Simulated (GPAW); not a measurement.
**TiO2 (P4_2/mnm): refractive index against wavelength**

The refractive index of TiO2 (P4_2/mnm) along x below the direct gap (1.91 eV on the mesh) is read from one computed spectrum, n = √(Re ε). x, y and z are the Cartesian axes of the input cell.

Cell: a, b, c = 4.592, 4.592, 2.957 Å (primitive vectors), 6 atoms.

Method: GPAW 26.7.0, PBE, RPA, k-mesh 7×7×11, local fields up to 70 eV, Lorentzian half width 0.12 eV.

Launch of the response step: `OMP_NUM_THREADS=1 python df.py`. The run took 3.4 min, its band step included, on 1 thread of Arm Neoverse V2, on a shared host.

```tsv
wavelength (nm)	photon energy E (eV)	n
3000	0.413	2.5575
2000	0.620	2.5691
1550	0.800	2.5835
1310	0.946	2.5985
1064	1.165	?
```

In the single-oscillator model n² − 1 = E₀E_d/(E₀² − E²), so 1/(n² − 1) = E₀/E_d − E²/(E₀E_d) is linear in E².

Working, on the rows shown:

| x = E² (eV²) | y = 1/(n² − 1) |
| --- | --- |
| 0.170801 | 0.180479 |
| 0.384302 | 0.178563 |
| 0.639837 | 0.176228 |
| 0.895757 | 0.173846 |

Means: x̄ = 0.52267, ȳ = 0.17728. Σ(x − x̄)(y − ȳ) = -0.002707, Σ(x − x̄)² = 0.2959. Slope = -0.002707 / 0.2959 = -0.009151; intercept = ȳ − slope · x̄ = 0.18206. Turned back into n, the line misses the rows shown by at most 0.00013.

Task: Predict the last column of the withheld row from the fit.

Result: At x = 1.3578 the line gives y = 0.16964, that is 2.6258. The run gave 2.6270, so the extrapolation is off by 0.0012, 1.7 % of the range in the table.

Refitted with all rows, the slope is -0.00929 and the intercept 0.18212. These give E₀ = √(intercept/−slope) = 4.43 eV and E_d = E₀/intercept = 24.3 eV; E₀ is 2.3 times the direct gap. The electronic limit at long wavelengths, without lattice vibrations, is n = √(1 + 1/intercept) = 2.548. Excitons are left out; PBE gaps are as a rule too small. The values come from a sum over the points of one k-mesh and carry its error, which grows as the direct gap shrinks. This version of GPAW has incomplete matrix elements in the optical limit, which can lower ε − 1 by up to a tenth where first-row anions or d states rule.

[Logs are printed without paths, hosts, clocks, repeated set-up lines and the standing remarks that a program may print on its own settings, such as how far it seeks lower states.]
